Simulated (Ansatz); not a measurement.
# SrO (Fm-3m): phonons and vibrational spectra, part 3 of 3

Task: relax SrO (Fm-3m), then find its harmonic phonons.

Ansatz 0.2.0; DFT LDA, scalar-relativistic, plane waves, PAW.

So far, highest frequency on the path or at a solved wavevector (cm⁻¹): step 5 (response at finite wavevector) 472. The relaxed cell has a = 5.064 Å (conventional setting).

The database entry behind the starting cell differs from later determinations by our own check (about 0.5 % short), so it need not match the best structure at ambient conditions.

## (6) The same by displaced supercells

Finite displacements in a 2×2×2 supercell give force constants from forces alone. They are exact at the wavevectors that the supercell holds, where they check the linear-response result.

input.yaml reads:

```yaml
crystal:
  lattice:
    - [0.0, 2.5321152066, 2.5321152066]
    - [2.5321152066, 0.0, 2.5321152066]
    - [2.5321152066, 2.5321152066, 0.0]
  atoms:
    - { symbol: Sr, position: [0.5, 0.5, 0.5] }
    - { symbol: O, position: [0.0, 0.0, 0.0] }
kpoints:
  mp_grid: { grid: [8, 8, 8] }
hamiltonian:
  xc: lda
scf:
  occupations: { method: fixed }
output:
  eigenvalues: true
phonons:
  method: fd
  supercell: [2, 2, 2]
  temperatures: { t_max: 1000, t_step: 50 }
  qpath:
    path:
      - [[0.0, 0.0, 0.0], [0.5, 0.0, 0.5], [0.625, 0.25, 0.625]]
      - [[0.375, 0.375, 0.75], [0.0, 0.0, 0.0], [0.5, 0.5, 0.5], [0.5, 0.25, 0.75], [0.5, 0.0, 0.5]]
    npoints: 10
  non_analytic_term:
    high_frequency_dielectric_tensor: [[3.8755, 0.0, 0.0], [0.0, 3.8755, 0.0], [0.0, 0.0, 3.8755]]
    born_effective_charges:
      - { species: Sr, tensor: [[2.4728, 0.0, 0.0], [0.0, 2.4728, 0.0], [0.0, 0.0, 2.4728]] }
      - { species: O, tensor: [[-2.4728, 0.0, 0.0], [0.0, -2.4728, 0.0], [0.0, 0.0, -2.4728]] }
    source: "zone-centre run at this cell"
```

On the command line:

```sh
> ansatz run input.yaml --threads 4 --pin off --max-ram 7168MiB --backend cpu --events-out ev --progress --plain --runs-dir out
```

Numbers of over 12 decimals in the logs are rounded to 6 here.

Output:

```text
[...]
Crystal: 16 atoms, lattice volume = 259.759 Å³
Basis set: ecut = 420 eV, 5029 PW (Γ)
Bands: 80, of which v1, the nominal top of the filled ones, is band 64 counted from 1 (63 counted from 0)
Symmetry: 384 space group operations
k-points: 8 of 64
[...]
SCF iter   1: F=—  HF=-32022.631468 eV  |F-HF|=—  |Δ(HF+E_count)|=         —  Δρ=1.14e-7  dr2=1.81e-11  ethr=1.00e-12  ⟨swp⟩=3.0  Hψ=1597  notcnv=0
[...]
SCF iter   2: F=-32022.631468 eV  HF=-32022.631468 eV  |F-HF|=0.00e0  |Δ(HF+E_count)|=  1.46e-11  Δρ=5.73e-8  dr2=4.09e-12  ethr=1.00e-12  ⟨swp⟩=3.0  Hψ=1696  notcnv=0
SCF 1 converged in 2 iterations: F = -32022.631468 eV  dr2 = 4.09e-12
[...]
Symmetry: 8 space group operations
k-points: 13 of 64 (time reversal used)
[...]
SCF iter   8: F=-32022.631451 eV  HF=-32022.631451 eV  |F-HF|=7.28e-12  |Δ(HF+E_count)|=    0.00e0  Δρ=4.50e-8  dr2=4.43e-12  ethr=1.00e-12  ⟨swp⟩=6.0  Hψ=4627  notcnv=0
SCF 2 converged in 8 iterations: F = -32022.631451 eV  dr2 = 4.43e-12
[...]
SCF iter   8: F=-32022.631444 eV  HF=-32022.631444 eV  |F-HF|=0.00e0  |Δ(HF+E_count)|=  1.82e-11  Δρ=3.34e-8  dr2=2.27e-12  ethr=1.00e-12  ⟨swp⟩=5.1  Hψ=4709  notcnv=0
SCF 3 converged in 8 iterations: F = -32022.631444 eV  dr2 = 2.27e-12
[...]
SCF converged after 2 iterations
Free energy (F): -32022.631468 eV
[...]
Internal energy: -32022.631468 eV  (E = F + TS)
E sigma→0 (E₀):  -32022.631468 eV
Fermi energy:    8.034095 eV
[...]
--- Band table (eV; the first three rows and the last of 8) ---
  k-point 0: bands = [... 60 lower, 7.9947, 8.0341, 8.0341, 8.0341, 11.1570, 11.1570, 11.1570, 12.1774, ... 12 higher]
  k-point 1: bands = [... 60 lower, 7.8159, 7.8159, 7.8205, 7.8205, 11.6850, 11.6850, 11.6850, 12.9027, ... 12 higher]
  k-point 2: bands = [... 60 lower, 7.3938, 7.3938, 7.3938, 7.3938, 13.0162, 13.0162, 13.0162, 13.0162, ... 12 higher]
  k-point 7: bands = [... 60 lower, 7.7746, 7.7746, 7.7746, 7.7746, 13.0470, 13.0470, 13.0470, 13.0470, ... 12 higher]
--- Phonons: 2 displaced members + reference (amplitude 0.0025 Å, Σ member SCF iterations 16) ---
  symmetry images taken by strict's conditions (phonons.symmetry_images: auto; settled by no image being taken that strict refuses); asymmetry of the core-correction force 1.2e-14 eV/Å at the most on a site, 8.4e-14 eV/Å summed over every site of the supercell
  ASR residual: 5.787e-5 → 0.000e0 eV/Å²; symmetrization residual: 2.630e-5 eV/Å²
  largest component of a force at the reference: 1.5e-28 eV/Å
  ASR residual per site (eV/Å²): 5.79e-5 4.95e-5
  Γ frequencies (cm⁻¹): 0.00 0.00 0.00 215.59 215.59 215.59
[...]
```

Wall time 23 s (4 threads of Arm Neoverse N1, shared host); peak memory 0.75 GiB.

Numbers from this step:

```
atoms in the supercell               : 16
sum-rule residual before enforcement : 5.79e-5 eV/Å²
```

Interpolated from a 2×2×2 supercell, rough between the solved points, with the LO-TO term (at Γ the limit along the path; where Γ stands inside the path, tables give the limit on arrival). The phonon branches at the labelled points (cm⁻¹):

| point | branch 1 | branch 2 | branch 3 | branch 4 | branch 5 | branch 6 |
| --- | --- | --- | --- | --- | --- | --- |
| Γ | 0 | 0 | 0 | 216 | 216 | 472 |
| halfway | 101 | 101 | 155 | 256 | 256 | 415 |
| X | 126 | 126 | 198 | 242 | 242 | 311 |
| halfway | 125 | 142 | 195 | 246 | 261 | 310 |
| U | 122 | 171 | 186 | 254 | 306 | 310 |
| jump to K | 122 | 171 | 186 | 254 | 306 | 310 |
| halfway | 93 | 118 | 169 | 249 | 278 | 435 |
| Γ | 0 | 0 | 0 | 216 | 216 | 472 |
| halfway | 86 | 86 | 159 | 250 | 250 | 457 |
| L | 111 | 111 | 235 | 286 | 286 | 437 |
| halfway | 119 | 144 | 210 | 271 | 293 | 380 |
| W | 145 | 172 | 172 | 278 | 295 | 295 |
| halfway | 137 | 143 | 192 | 261 | 263 | 309 |
| X | 126 | 126 | 198 | 242 | 242 | 311 |

The phonon branches as a text plot (rows in cm⁻¹):

```
    463 |***                      ***********
    443 |   ***                 **           ******
    423 |      *               *                   **
    404 |                                            *
    384 |       *            **                       *
    364 |        *          *                          *
    345 |         **       *                            *
    325 |           *
    305 |            **********                          * ******
    285 |               *      **              **************
    266 |      **      *   ***** *           **      *****  ***
    246 |   ***  **********     ****       **                 ***
    226 | **                      ****  ***    *******
    207 |*           **               **      *       **       **
    187 |        ****  *********             *          *  ****
    167 |       *        ****   *           *           ****
    148 |      *       **    **  *                    ** *****
    128 |    **   **********   **          *        *****     ***
    108 |   *  ***          **** ***      *   ********
     89 |    **                 **  *       **
     69 |  **                     **     ***
     49 |  *                        **   *
     30 | *                          *  *
     10 |*                            **
         Γ           X  U|K            Γ         L        W     X
```

Tetrahedra on a 22×22×22 mesh, mean over bins of 5 cm-1. Interpolated from a 2×2×2 supercell, rough between the solved points. Table of phonon density of states by wavenumber; read off at these points:

| wavenumber (cm⁻¹) | phonon density of states (1/cm⁻¹/cell) |
| --- | --- |
| 2 | 0 |
| 18 | 9.0e-5 |
| 32 | 4.7e-4 |
| 52 | 0.00156 |
| 68 | 0.00318 |
| 82 | 0.00646 |
| 98 | 0.0141 |
| 112 | 0.0453 |
| 118 | 0.0448 |
| 132 | 0.0272 |
| 148 | 0.0169 |
| 162 | 0.0145 |
| 182 | 0.0135 |
| 192 | 0.0460 |
| 198 | 0.0220 |
| 212 | 0.00862 |
| 228 | 0.00692 |
| 248 | 0.0164 |
| 262 | 0.0630 |
| 278 | 0.0268 |
| 292 | 0.0290 |
| 312 | 0.00914 |
| 328 | 0.00542 |
| 342 | 0.00549 |
| 358 | 0.00577 |
| 378 | 0.00624 |
| 392 | 0.00667 |
| 408 | 0.00715 |
| 422 | 0.00769 |
| 442 | 0.00609 |
| 458 | 0.00402 |
| 472 | 3.9e-4 |

At Γ the two methods differ by at most 0.0 cm⁻¹.

## (7) What came out

```
space group after relaxation (within 0.01 Å)            : Fm-3m
volume per atom                                         : 16.2 Å³
gap on the k-mesh                                       : 3.12 eV
highest optical mode at the zone centre (no LO-TO term) : 216 cm⁻¹
top of the zone-centre spectrum with the field          : 472 cm⁻¹
lowest optical zone-centre mode                         : 216 cm⁻¹
mean high-frequency dielectric constant                 : 3.88
mean static dielectric constant                         : 18.6
largest Born charge (third of the trace)                : 2.47 e
lowest mode on the q mesh (acoustic modes at Γ apart)   : 84.5 cm⁻¹
highest frequency on the path or at a solved wavevector : 472 cm⁻¹
zero-point energy per atom                              : 42.1 meV
heat capacity at 300 K                                  : 22.3 J/(mol atoms K)
vibrational entropy at 300 K                            : 26.9 J/(mol atoms K)
Debye temperature (second moment)                       : 460 K
imaginary modes on the 4×4×4 q mesh                     : none
```

In words: The structure is a minimum as far as tested: no mode is imaginary at the 8 irreducible wavevectors of the 4×4×4 mesh, and the softest away from the acoustic zeros lies at 84 cm⁻¹. Without the field, the optical modes at Γ form one degenerate level at 216 cm⁻¹. The highest mode in this list at Γ, 215.6 cm⁻¹, is mostly motion of O (85 % of the kinetic energy). With the macroscopic field of the longitudinal modes the top of the zone-centre spectrum lies at 472 cm⁻¹, against 216 cm⁻¹ without it. Lattice motion raises the mean dielectric constant from 3.876 to 18.61. The strongest infrared line is at 216 cm⁻¹. Finite displacements and linear response differ by 0.0 cm⁻¹ in the highest zone-centre mode. These are harmonic frequencies at zero temperature: anharmonic shifts, linewidths and thermal expansion are left out.

[Logs are printed without paths, hosts, clocks, repeated set-up lines and the standing remarks that a program may print on its own settings, such as how far it seeks lower states.]

[Hosts, paths, dates, database ids (printed as entryN), source tags and the programs' standing remarks are cut or masked in the printed files.]
